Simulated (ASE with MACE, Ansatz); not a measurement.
# Coverage and energy: HF with HO:Si(111)

How does the energy per group change with coverage, and how much of it hangs on the level of theory?

Calculated with Ansatz 0.2.0: Kohn-Sham DFT, PBE+D3(BJ), PAW (set soft_2), plane waves; cutoff 420 eV, fermi-dirac smearing of 0.025 eV (for the slabs). Every cell is relaxed with this functional, then solved at fixed geometry with r2SCAN+D4, PBE+D3(BJ) on a denser mesh, PBE, RPBE+D3(BJ) and HSE06+D3(BJ). Cutoffs: 420 eV for PBE+D3(BJ), PBE, RPBE+D3(BJ) and HSE06+D3(BJ); 500 eV for r2SCAN+D4.

**The cells**

The cell holds 81 atoms: 54 Si, 18 H and 9 O. Its edges and angles: a = 11.604 Å, b = 11.604 Å, c = 26.701 Å, α = 90.0°, β = 90.0°, γ = 120.0°. It derives from Si (HO:Si(111)). The starting structure: Diamond Si(111), 3 x 3 cells, three bilayers, OH on the upper face and H on the lower (lattice constants typed as starting values near PBE's), about 15 Å of vacuum, lower atoms held. Vacuum lies along c. 27 atoms are held.

- HO:Si(111) with 1 of its OH changed to F: 1 top OH groups nearest the cell's middle replaced by F, eased by MACE.
- HO:Si(111) with 2 of its OH changed to F: 2 top OH groups nearest the cell's middle replaced by F, eased by MACE.
- HO:Si(111) with 3 of its OH changed to F: 3 top OH groups nearest the cell's middle replaced by F, eased by MACE.
- The other coverages are made alike.

Molecules sit alone in boxes of 11 to 13 Å, at Γ at every level, with a smearing of 0.01 eV.

The input of the single point on the relaxed bare surface:

```yaml
crystal:
  lattice:
    - [11.60362, 0.0, 0.0]
    - [-5.80181, 10.04903, 0.0]
    - [0.0, 0.0, 26.70113]
  atoms:
    - { symbol: Si, position: [0.0, 0.0, 0.09288] }
    - { symbol: Si, position: [0.22222, 0.11111, 0.12245] }
    - { symbol: Si, position: [0.222, 0.11118, 0.20971] }
    - { symbol: Si, position: [0.11088, 0.22227, 0.23781] }
    [... 75 atom lines left out ...]
    - { symbol: O, position: [0.67459, 0.65825, 0.4168] }
    - { symbol: H, position: [0.63174, 0.70017, 0.43435] }
kpoints:
  mp_grid: { grid: [1, 1, 1] }
hamiltonian:
  xc: pbe
  dispersion: d3bj
scf:
  occupations: { method: fermi_dirac, width: 0.025 }
output:
  forces: true
  populations: true
  dos:
    method: { smearing: { sigma: 0.08 } }
    de: 0.1
    projected: { site_lists: { H: [H], O: [O], Si: [Si] } }
  eigenvalues: true
  write_density: true
  write_potential: true
  volumetric_format: npy
```

| cell | formula | k-mesh | relaxation steps | gain on relaxing (eV) | free energy, PBE+D3(BJ) (eV) | Kohn-Sham gap (eV) | time of its runs on this page |
| --- | --- | --- | --- | --- | --- | --- | --- |
| HO:Si(111) | Si54H18O9 | 1×1×1 | 7 | 0.69 | -39735.991 | 1.05 | 59 s |
| HO:Si(111) with 1 of its OH changed to F | Si54H17O8F | 1×1×1 | 10 | 0.72 | -39961.258 | 1.04 | 58 s |
| HO:Si(111) with 2 of its OH changed to F | Si54H16O7F2 | 1×1×1 | 9 | 0.69 | -40186.487 | 1.04 | 53 s |
| HO:Si(111) with 3 of its OH changed to F | Si54H15O6F3 | 1×1×1 | 6 | 0.64 | -40411.768 | 1.05 | 54 s |
| HO:Si(111) with 4 of its OH changed to F | Si54H14O5F4 | 1×1×1 | 8 | 0.61 | -40637.057 | 1.06 | 54 s |
| HO:Si(111) with 6 of its OH changed to F | Si54H12O3F6 | 1×1×1 | 10 | 0.49 | -41087.533 | 1.07 | 57 s |
| HO:Si(111) with 8 of its OH changed to F | Si54H10OF8 | 1×1×1 | 8 | 0.43 | -41538.028 | 1.09 | 52 s |
| H2O | H2O | 1×1×1 | 4 | 0.15 | -599.231 | 6.23 | 30 s |
| HF | HF | 1×1×1 | 4 | 0.04 | -824.207 | 8.56 | 31 s |

The gap is that between the highest filled and lowest empty Kohn-Sham level; a dash marks none computed or no clear gap.

**Reaction energies**

Products less reactants, from the free energies above and their like at the other levels, in eV per group:

| change | PBE+D3(BJ) | r2SCAN+D4 | PBE+D3(BJ), denser mesh | PBE | RPBE+D3(BJ) | HSE06+D3(BJ) |
| --- | --- | --- | --- | --- | --- | --- |
| 1 x (surface OH + HF → surface F + H2O) | -0.29 | -0.32 | -0.29 | -0.36 | -0.24 | -0.27 |
| 2 x (surface OH + HF → surface F + H2O) | -0.27 | -0.31 | -0.28 | -0.34 | -0.22 | -0.26 |
| 3 x (surface OH + HF → surface F + H2O) | -0.28 | -0.32 | -0.29 | -0.35 | -0.23 | -0.27 |
| 4 x (surface OH + HF → surface F + H2O) | -0.29 | -0.33 | -0.29 | -0.36 | -0.24 | -0.28 |
| 6 x (surface OH + HF → surface F + H2O) | -0.28 | -0.32 | -0.29 | -0.34 | -0.23 | -0.27 |
| 8 x (surface OH + HF → surface F + H2O) | -0.28 | -0.31 | -0.28 | -0.34 | -0.23 | -0.27 |

Worked for the first row at PBE+D3(BJ): (-39961.258) + (-599.231) − (-39735.991) − (-824.207) = -0.291 eV (from unrounded energies).

**What the relaxations did**

Bonds are pairs closer than 1.18 times the sum of covalent radii; a bond counts as made or broken only if it crosses from under that bound to over 1.3 times, or back. All concern the added atoms.

| cell | bonds to the surface at the end | nearest contact (Å) | made in DFT | broken in DFT | largest move (Å) |
| --- | --- | --- | --- | --- | --- |
| HO:Si(111) with 1 of its OH changed to F | 1 F–Si | F–Si 1.64 | none | none | 0.45 |
| HO:Si(111) with 2 of its OH changed to F | 2 F–Si | F–Si 1.64 | none | none | 0.45 |
| HO:Si(111) with 3 of its OH changed to F | 3 F–Si | F–Si 1.63 | none | none | 0.42 |
| HO:Si(111) with 4 of its OH changed to F | 4 F–Si | F–Si 1.63 | none | none | 0.47 |
| HO:Si(111) with 6 of its OH changed to F | 6 F–Si | F–Si 1.63 | none | none | 0.45 |
| HO:Si(111) with 8 of its OH changed to F | 8 F–Si | F–Si 1.63 | none | none | 0.38 |

**Findings**

At PBE+D3(BJ) the energy per group lies between -0.29 and -0.27 eV, with no steady trend. The energy of adding a further group, from differences of neighbouring rows, lies between -0.31 and -0.25 eV, and the last interval gives -0.27 eV. For the last row, at the same geometries the levels give -0.34 (PBE) to -0.23 eV per group (RPBE+D3(BJ)), the denser mesh leaves it within 0.01 eV per group and the D3 term supplies +0.06 eV per group of it.

Limits: These are static energies with no barriers, zero-point energy or heat. All slabs, the starting one too, were first eased by a machine-learned potential, and one starting arrangement a cell was relaxed; others may lie lower. Only one face is changed, and the cells carry no dipole correction. Levels with D3 or D4 differ in the size of their dispersion terms as well as in the functional. In some runs the program notes that positions were snapped to a detected symmetry and the exchange-correlation potential is rough where the density is thin.

[Logs are printed without paths, hosts, clocks, repeated set-up lines and the standing remarks that a program may print on its own settings, such as how far it seeks lower states.]

[Hosts, paths, dates, database ids (printed as entryN), source tags and the programs' standing remarks are cut or masked in the printed files.]
